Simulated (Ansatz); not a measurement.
# LiF (Griceite, Fm-3m): phonons against volume

Aim: how the vibrations of LiF (Griceite) shift with volume, and the expansion that follows.

What experiment has found for this phase:
- volume expansion coefficient 99.6 1e-6/K and heat capacity C_P per formula unit 42 J/mol/K near room temperature (given in “High-Throughput Prediction of Finite-Temperature Properties using the Quasi-Harmonic Approximation”, 2016, arXiv:1603.06924)
- volume expansion coefficient 106.5 1e-6/K near room temperature (given in “Descriptors for thermal expansion in solids”, 2017, arXiv:1701.03966)

Program: Ansatz 0.2.0. Level of theory: DFT LDA, scalar-relativistic, plane waves, PAW. Results are calculated unless marked as measured.

### 1. The structure

The structure is cubic, space group Fm-3m (No. 225). Conventional cell: a = 4.028 Å, b = 4.028 Å, c = 4.028 Å, α = 90.00°, β = 90.00°, γ = 90.00°. Li has 6 F at 2.01 Å nearest. Nearest to F lie 6 Li at 2.01 Å. Farther neighbours and most contacts between anions are not listed.

### 2. A first coarse run

Before spending time, one coarse run tells the gap and the pressure of the starting cell.

The input, input.yaml:

```yaml
crystal:
  lattice:
    - [0.0, 2.014, 2.014]
    - [2.014, 0.0, 2.014]
    - [2.014, 2.014, 0.0]
  atoms:
    - { symbol: Li, position: [0.0, 0.0, 0.0] }
    - { symbol: F, position: [0.5, 0.5, 0.5] }
kpoints:
  mp_grid: { grid: [8, 8, 8] }
hamiltonian:
  xc: lda
scf:
  occupations: { method: gaussian, width: 0.1 }
  lower_state_search: "off"
output:
  forces: true
  stress: true
  eigenvalues: true
```

Run with:

```console
ansatz run input.yaml --threads 4 --pin off --max-ram 16384MiB --backend cpu --events-out ev --progress --plain --runs-dir out
```

Numbers of over 12 decimals in the logs are rounded to 6 here.

Log:

```text
Engine: ansatz 0.2.0, aarch64-unknown-linux-gnu
Pseudopotentials: kind: paw
Pseudopotential: Li, paw, valence charge 3, recommended cutoff 420 eV (normal), Li.paw.azcp
Pseudopotential: F, paw, valence charge 7, recommended cutoff 420 eV (normal), F.paw.azcp
Functional definition: SPW92
  exchange = slater_x
  correlation = pw_c
Crystal: 2 atoms, lattice volume = 16.338 Å³
Basis set: ecut = 420 eV, 331 PW (Γ)
Bands: 9, of which v1, the nominal top of the filled ones, is band 5 counted from 1 (4 counted from 0)
Symmetry: 48 space group operations
Space group: Fm-3m (ITA 225), of the structure as read, at distance tolerance 2.5e-5 Å
k-points: 29 of 512
Non-local potential: Li, projectors of the file, l = 0: 3, l = 1: 2, l = 2: 1
Non-local potential: F, projectors of the file, l = 0: 2, l = 1: 2, l = 2: 1
PAW form: soft (Blöchl's): semilocal exchange-correlation on the pseudo side does not see the compensation charge
PAW frozen core: F, regenerated for the run's functional, and the local potential with it (the file was generated under x = pbe(κ = 0.804, μ = 0.219515), c = pbe(β = 0.066725))
PAW one-centre angular grid: Li, 110 points (default); XC on 64 Gauss nodes
PAW one-centre angular grid: F, 110 points (default); XC on 64 Gauss nodes
Initial density: superposition of atomic densities (neutral atoms: chi_scale 0, normalization atom), corrected by the library's trained network
Initial wavefunctions: pseudopotential atomic-orbital guess
Functional: x = slater, c = lda
SCF iter   1: F=—  HF=-998.687054 eV  |F-HF|=—  |Δ(HF+E_count)|=         —  Δρ=2.12e-2  dr2=5.02e-2  ethr=1.77e-3  ⟨swp⟩=4.2  Hψ=1570  notcnv=0
preconditioner: auto → none  [insulator: Δε(μ)=8.616 eV  Ē_g=21.999 eV  σ=0.100 eV  W_gap=1.00  n_scr=0 (ndim 8)  ℏωp=26.0 eV  f_vac=0.000  D(μ)=0.00/eV (n_scr^D=0)  ε∞_Penn≈2.4]
SCF iter   2: F=—  HF=-998.669367 eV  |F-HF|=—  |Δ(HF+E_count)|=   1.77e-2  Δρ=9.94e-3  dr2=6.49e-3  ethr=5.02e-4  ⟨swp⟩=2.9  Hψ=722  notcnv=0
SCF iter   3: F=—  HF=-998.666538 eV  |F-HF|=—  |Δ(HF+E_count)|=   2.83e-3  Δρ=2.03e-3  dr2=3.57e-4  ethr=6.49e-5  ⟨swp⟩=2.6  Hψ=444  notcnv=0
SCF iter   4: F=—  HF=-998.666162 eV  |F-HF|=—  |Δ(HF+E_count)|=   3.76e-4  Δρ=3.35e-4  dr2=6.78e-6  ethr=3.57e-6  ⟨swp⟩=2.0  Hψ=290  notcnv=0
SCF iter   5: F=—  HF=-998.666156 eV  |F-HF|=—  |Δ(HF+E_count)|=   6.02e-6  Δρ=3.85e-5  dr2=2.04e-7  ethr=6.78e-8  ⟨swp⟩=2.0  Hψ=290  notcnv=0
SCF iter   6: F=-998.666156 eV  HF=-998.666156 eV  |F-HF|=9.90e-11  |Δ(HF+E_count)|=   8.35e-8  Δρ=1.21e-6  dr2=1.62e-10  ethr=1.00e-9  ⟨swp⟩=4.6  Hψ=1060  notcnv=0
SCF 1 converged in 6 iterations: F = -998.666156 eV  dr2 = 1.62e-10
  greatest PAW one-centre occupation: 1.000 electrons in one spin orbital (limit 2), on the Li atom at site 0 (counted from 0), in its partial waves of l = 0
SCF converged after 6 iterations
Free energy (F): -998.666156 eV
Harris-Foulkes:  -998.666156 eV  (|F-HF|=9.90e-11)
Internal energy: -998.666156 eV  (E = F + TS)
E sigma→0 (E₀):  -998.666156 eV
Fermi energy:    5.003062 eV
--- Per-component energies (eV) ---
  E_band       = -118.868547
  E_kinetic    = 228.528484
  E_local      = -639.063630  (includes V_loc(G=0)·N_el)
  E_nonlocal   = 42.865132
  E_hartree    = 221.794478
  E_xc         = -89.573001
  E_vxc        = -116.072505  (∫ρ·V_xc dr)
  E_paw        = -206.203359  (= ΣΔE_a)
  E_vpaw       = -78.717438  (= ΣTr[D̂ρ^β])
  E_aug_tail   = 0.002175  (compensation charges beyond the density's cutoff)
  E_ewald      = -557.129686
  E_core_change = 0.113252  (= ΣΔE_core)
  E_smearing   = -0.000000  (= −TS)
  E_closure    = -0.000000  (closes the sum)
  Σ components = -998.666156   (vs F -998.666156, Δ=0.00e0)
--- Forces (eV/Å), atoms counted from 1 ---
  atom   1  Li    -0.00000000    -0.00000000     0.00000000
  atom   2  F      0.00000000    -0.00000000     0.00000000
  max |Σ_I F_I| component: 3.12e-29 eV/Å
--- Stress (GPa, compression-positive) ---
       -6.461982       0.000000       0.000000
        0.000000      -6.461982       0.000000
        0.000000       0.000000      -6.461982
  P = ⅓ Tr σ = -6.4620 GPa (-64.620 kbar)
--- Band table (eV; the first three rows and the last of 29) ---
  k-point 0: bands = ["-39.1193", "-18.9991", "0.5808", "0.5808", "0.5808", "9.4241", "24.0334", "24.0334", "24.0334"]
  k-point 1: bands = ["-39.1092", "-18.9382", "0.1365", "0.5457", "0.5457", "9.8524", "20.7341", "22.4428", "22.4428"]
  k-point 2: bands = ["-39.0848", "-18.7858", "-0.8176", "0.4628", "0.4628", "10.6335", "18.1151", "20.6683", "20.6683"]
  k-point 28: bands = ["-39.0316", "-18.3001", "-1.5658", "-1.5658", "-0.2281", "15.2329", "15.2329", "17.6006", "19.5056"]
```

The job ended after 0.71 s (4 threads of Arm Neoverse V2, shared host; peak memory 0.24 GiB).

In the SCF lines HF is the Harris–Foulkes energy and dr2 the Hartree energy of the density residual, in eV; the loop may stop once dr2 is under the threshold and the program's other checks hold. Hψ counts applications of the Hamiltonian.

Numbers from this step:

- pressure: -6.462 GPa
- gap on the k-mesh: 8.843 eV
- volume per atom: 8.169 Å³/atom

The start is under -6.5 GPa at this level and looks like an insulator or semiconductor on this mesh.

### 3. Relaxation

The vibrations must be taken about the equilibrium of this functional, not about the starting cell, so the structure is relaxed.

input.yaml, the sections that differ from step 2:

```yaml
kpoints:
  mp_grid: { grid: [10, 10, 10] }
scf:
  occupations: { method: gaussian, width: 0.02 }
  lower_state_search: "off"
relax:
  adjacent_minimum: "off"
  f_tol: 0.005
  max_steps: 80
  cell: { stress_tol: 0.05 }
# crystal, hamiltonian, output: as in step 2
```

Log:

```text
[...]
Crystal: 2 atoms, lattice volume = 16.338 Å³
Basis set: ecut = 420 eV, 331 PW (Γ)
Bands: 9, of which v1, the nominal top of the filled ones, is band 5 counted from 1 (4 counted from 0)
Symmetry: 48 space group operations
[...]
k-points: 47 of 1000
[...]
SCF iter   1: F=—  HF=-998.687102 eV  |F-HF|=—  |Δ(HF+E_count)|=         —  Δρ=2.16e-2  dr2=5.21e-2  ethr=1.77e-3  ⟨swp⟩=4.9  Hψ=2637  notcnv=0
[...]
SCF iter   6: F=-998.666306 eV  HF=-998.666306 eV  |F-HF|=1.69e-11  |Δ(HF+E_count)|=   2.54e-8  Δρ=8.06e-7  dr2=5.15e-11  ethr=4.96e-10  ⟨swp⟩=1.5  Hψ=1270  notcnv=0
SCF 1 converged in 6 iterations: F = -998.666306 eV  dr2 = 5.15e-11
[...]
relax step   1: F+E_penalty+E_count = -998.66630617 eV  Δ(F+E_penalty+E_count) = +0.000e0 eV  max|allowed force component| = 9.479e-29 eV/Å  Δτ_max = 0.0000 Å  P = -6.459 GPa  Ω = 16.338 Å³  (6 SCF iters, dr2 threshold 1.00e-7 eV, accepted)
Crystal: 2 atoms, lattice volume = 15.894 Å³
[...]
iter 1 solved again at ethr=1.56e-6 eV; its pass at ethr=3.10e-3 eV (dr2=1.56e-4 eV) is discarded
[...]
SCF iter   4: F=-998.684323 eV  HF=-998.684323 eV  |F-HF|=1.74e-9  |Δ(HF+E_count)|=   1.16e-6  Δρ=2.49e-5  dr2=2.82e-8  ethr=2.00e-9  ⟨swp⟩=2.2  Hψ=1524  notcnv=0
SCF 2 converged in 4 iterations: F = -998.684323 eV  dr2 = 2.82e-8
relax step   2: F+E_penalty+E_count = -998.68432259 eV  Δ(F+E_penalty+E_count) = -1.802e-2 eV  max|allowed force component| = 1.052e-29 eV/Å  Δτ_max = 0.0000 Å  P = -4.461 GPa  Ω = 15.894 Å³  energy of the carried Pulay correction = +2.832e-3 eV  (4 SCF iters, dr2 threshold 2.00e-7 eV, accepted)
Crystal: 2 atoms, lattice volume = 14.985 Å³
Basis set: ecut = 420 eV, 283 PW (Γ)
[...]
SCF iter   5: F=-998.702399 eV  HF=-998.702399 eV  |F-HF|=1.78e-10  |Δ(HF+E_count)|=   1.72e-8  Δρ=2.86e-6  dr2=6.00e-10  ethr=1.25e-9  ⟨swp⟩=4.1  Hψ=1852  notcnv=0
SCF 3 converged in 5 iterations: F = -998.702399 eV  dr2 = 6.00e-10
relax step   3: F+E_penalty+E_count = -998.70239896 eV  Δ(F+E_penalty+E_count) = -1.808e-2 eV  max|allowed force component| = 1.219e-29 eV/Å  Δτ_max = 0.0000 Å  P = +0.428 GPa  Ω = 14.985 Å³  energy of the carried Pulay correction = +8.881e-3 eV  (5 SCF iters, dr2 threshold 2.00e-7 eV, accepted)
[...]
relax step   4: F+E_penalty+E_count = -998.70197816 eV  Δ(F+E_penalty+E_count) = +4.208e-4 eV  max|allowed force component| = 6.393e-30 eV/Å  Δτ_max = 0.0000 Å  P = -0.027 GPa  Ω = 15.060 Å³  energy of the carried Pulay correction = +8.366e-3 eV  (4 SCF iters, dr2 threshold 2.00e-7 eV, accepted)
[...]
relax step   5: F+E_penalty+E_count = -998.69670965 eV  Δ(F+E_penalty+E_count) = +5.269e-3 eV  max|allowed force component| = 9.014e-30 eV/Å  Δτ_max = 0.0000 Å  P = -0.738 GPa  Ω = 15.060 Å³  stress off target by 7.38e-1 GPa  SCF on the basis re-selected at this cell (its energy is not comparable with the rows above)  (5 SCF iters)
[...]
relax step   6: F+E_penalty+E_count = -998.69778469 eV  Δ(F+E_penalty+E_count) = -1.075e-3 eV  max|allowed force component| = 8.546e-30 eV/Å  Δτ_max = 0.0000 Å  P = -0.002 GPa  Ω = 14.941 Å³  energy of the carried Pulay correction = +7.987e-4 eV  (4 SCF iters, dr2 threshold 2.00e-7 eV, accepted)
[...]
relax step   7: F+E_penalty+E_count = -998.69701447 eV  Δ(F+E_penalty+E_count) = +7.702e-4 eV  max|allowed force component| = 1.482e-29 eV/Å  Δτ_max = 0.0000 Å  P = -0.061 GPa  Ω = 14.941 Å³  stress off target by 6.15e-2 GPa  SCF on the basis re-selected at this cell (its energy is not comparable with the rows above)  (5 SCF iters)
[...]
relax step   8: F+E_penalty+E_count = -998.69708216 eV  Δ(F+E_penalty+E_count) = -6.768e-5 eV  max|allowed force component| = 1.275e-29 eV/Å  Δτ_max = 0.0000 Å  P = -0.003 GPa  Ω = 14.932 Å³  energy of the carried Pulay correction = +6.575e-5 eV  (3 SCF iters, dr2 threshold 9.45e-9 eV, accepted)
[...]
SCF iter   4: F=-998.696913 eV  HF=-998.696913 eV  |F-HF|=1.14e-13  |Δ(HF+E_count)|=  2.00e-10  Δρ=2.47e-7  dr2=2.28e-12  ethr=1.00e-12  ⟨swp⟩=3.1  Hψ=1674  notcnv=0
SCF 9 converged in 4 iterations: F = -998.696913 eV  dr2 = 2.28e-12
relax step   9: F+E_penalty+E_count = -998.69691309 eV  Δ(F+E_penalty+E_count) = +1.691e-4 eV  max|allowed force component| = 1.331e-29 eV/Å  Δτ_max = 0.0000 Å  P = -0.006 GPa  Ω = 14.932 Å³  stress off target by 6.38e-3 GPa  SCF on the basis re-selected at this cell (its energy is not comparable with the rows above)  (4 SCF iters)
[...]
SCF converged after 4 iterations
Free energy (F): -998.696913 eV
[...]
Internal energy: -998.696913 eV  (E = F + TS)
E sigma→0 (E₀):  -998.696913 eV
Fermi energy:    6.199141 eV
[...]
--- Stress (GPa, compression-positive) ---
       -0.006379      -0.000000      -0.000000
       -0.000000      -0.006379       0.000000
       -0.000000      -0.000000      -0.006379
  P = ⅓ Tr σ = -0.0064 GPa (-0.064 kbar)
--- Band table (eV; the first three rows and the last of 47) ---
[...]
--- Relaxed structure (6 steps of the walk, 6 accepted, 3 SCFs on fresh bases) ---
  F+E_penalty+E_count = -998.69691309 eV   max|allowed force component| = 1.331e-29 eV/Å   (the final SCF, on the basis selected at the relaxed cell)
  cell:  # Å, volume = 14.9316 Å³
    - [0, 1.954454, 1.954454]
    - [1.954454, 0, 1.954454]
    - [1.954454, 1.954454, 0]
  atoms:
    - { symbol: Li, position: [0, 0, 0] }
    - { symbol: F, position: [0.5, 0.5, 0.5] }
```

Elapsed: 1.8 s, on 4 threads; peak memory 0.27 GiB.

Step by step:

```
step  energy less that of the first step (eV)  largest force component (eV/Å)  pressure (GPa)  volume (Å³)
   1                                   0.0000                          0.0000           -6.46        16.34
   2                                  -0.0180                          0.0000           -4.46        15.89
   3                                  -0.0361                          0.0000            0.43        14.99
   4                                  -0.0357                          0.0000           -0.03        15.06
  5*                                  -0.0304                          0.0000           -0.74        15.06
   6                                  -0.0315                          0.0000            0.00        14.94
  7*                                  -0.0307                          0.0000           -0.06        14.94
   8                                  -0.0308                          0.0000            0.00        14.93
  9*                                  -0.0306                          0.0000           -0.01        14.93
```

Relaxation steps marked * repeat the geometry before them on a plane-wave basis chosen anew for their cell, so energy and pressure can jump there.

The run keeps the 48 symmetry operations that it works with, so distortions that break them were not tested.

| conventional cell, symmetrised | before | after | change |
| --- | --- | --- | --- |
| a (Å) | 4.028 | 3.909 | -3.0 % |
| b (Å) | 4.028 | 3.909 | -3.0 % |
| c (Å) | 4.028 | 3.909 | -3.0 % |
| volume (Å³/atom) | 8.17 | 7.47 | -8.6 % |

Final coordinates:

```xyz
2
Lattice="0.0000 1.9545 1.9545 1.9545 0.0000 1.9545 1.9545 1.9545 0.0000" Properties=species:S:1:pos:R:3 pbc="T T T"
Li    0.0000    0.0000    0.0000
F     1.9545    1.9545    1.9545
```

Numbers from this step:

| Quantity | Value |
| --- | --- |
| pressure | -0.006379 GPa |
| gap on the k-mesh | 9.697 eV |
| volume per atom | 7.466 Å³/atom |

The relaxation ends with a pressure of -0.01 GPa.

### 4. A second relaxation

The relaxation is run once more from where the first one ended, as the script does after a large change of volume or of the gap, with mesh and occupations reviewed.

Edit input.yaml of step 3 so:

```diff
@@ -2,5 +2,5 @@
   lattice:
-    - [0.0, 2.014, 2.014]
-    - [2.014, 0.0, 2.014]
-    - [2.014, 2.014, 0.0]
+    - [0.0, 1.9544544194, 1.9544544194]
+    - [1.9544544194, 0.0, 1.9544544194]
+    - [1.9544544194, 1.9544544194, 0.0]
   atoms:
```

Log:

```text
[...]
Crystal: 2 atoms, lattice volume = 14.932 Å³
Basis set: ecut = 420 eV, 283 PW (Γ)
Bands: 9, of which v1, the nominal top of the filled ones, is band 5 counted from 1 (4 counted from 0)
Symmetry: 48 space group operations
[...]
k-points: 47 of 1000
[...]
P = ⅓ Tr σ = -0.0064 GPa (-0.064 kbar)
--- Band table (eV; the first three rows and the last of 47) ---
[...]
--- Relaxed structure (1 steps of the walk, 1 accepted, 1 SCFs on fresh bases) ---
[...]
cell:  # Å, volume = 14.9316 Å³
    - [0.0, 1.9544544194, 1.9544544194]
    - [1.9544544194, 0.0, 1.9544544194]
    - [1.9544544194, 1.9544544194, 0.0]
  atoms:
    - { symbol: Li, position: [0.0, 0.0, 0.0] }
    - { symbol: F, position: [0.5, 0.5, 0.5] }
[key lines of the parts left out:]
SCF converged after 4 iterations
Free energy (F): -998.696913 eV
Fermi energy:    6.199140 eV
```

Elapsed: 0.45 s, on 4 threads; peak memory 0.26 GiB; 1.2 s of CPU time.

Little changed from the start: no atom moved by 0.005 Å and no cell edge by 0.1 %.

Numbers from this step:

```
pressure : -0.006385 GPa
```

### 5. Relaxing to small residual forces and stress

The relaxation is repeated with tighter thresholds on force and stress, since phonons are sensitive to what is left; a change of mesh or smearing in the input moves the cell too.

input.yaml, the sections that differ from step 4:

```yaml
kpoints:
  mp_grid: { grid: [12, 12, 12] }
scf:
  occupations: { method: fixed }
  lower_state_search: "off"
relax:
  adjacent_minimum: "off"
  f_tol: 0.001
  max_steps: 60
  cell: { stress_tol: 0.01 }
# crystal, hamiltonian, output: as in step 4
```

Log:

```text
[...]
Crystal: 2 atoms, lattice volume = 14.932 Å³
Basis set: ecut = 420 eV, 283 PW (Γ)
Bands: 9, of which v1, the nominal top of the filled ones, is band 5 counted from 1 (4 counted from 0)
Symmetry: 48 space group operations
[...]
k-points: 72 of 1728
[...]
P = ⅓ Tr σ = -0.0052 GPa (-0.052 kbar)
--- Band table (eV; the first three rows and the last of 72) ---
[...]
--- Relaxed structure (1 steps of the walk, 1 accepted, 1 SCFs on fresh bases) ---
[...]
cell:  # Å, volume = 14.9316 Å³
    - [0.0, 1.9544544194, 1.9544544194]
    - [1.9544544194, 0.0, 1.9544544194]
    - [1.9544544194, 1.9544544194, 0.0]
  atoms:
    - { symbol: Li, position: [0.0, 0.0, 0.0] }
    - { symbol: F, position: [0.5, 0.5, 0.5] }
[key lines of the parts left out:]
SCF converged after 4 iterations
Free energy (F): -998.696940 eV
Fermi energy:    1.350763 eV
```

Wall time 0.51 s (4 threads); peak memory 0.26 GiB.

Little changed from the start: no atom moved by 0.005 Å and no cell edge by 0.1 %.

This step gave:

```yaml
pressure: -0.005168 GPa
```

The residual pressure is -0.0052 GPa, small enough for phonons.

(Continued in part 2 of 4.)

[Logs are printed without paths, hosts, clocks, repeated set-up lines and the standing remarks that a program may print on its own settings, such as how far it seeks lower states.]

[Hosts, paths, dates, database ids (printed as entryN), source tags and the programs' standing remarks are cut or masked in the printed files.]

[A step with changed settings may run another functional than the one named; its input shows which.]

[Of the runs on displaced cells, only some may be shown.]
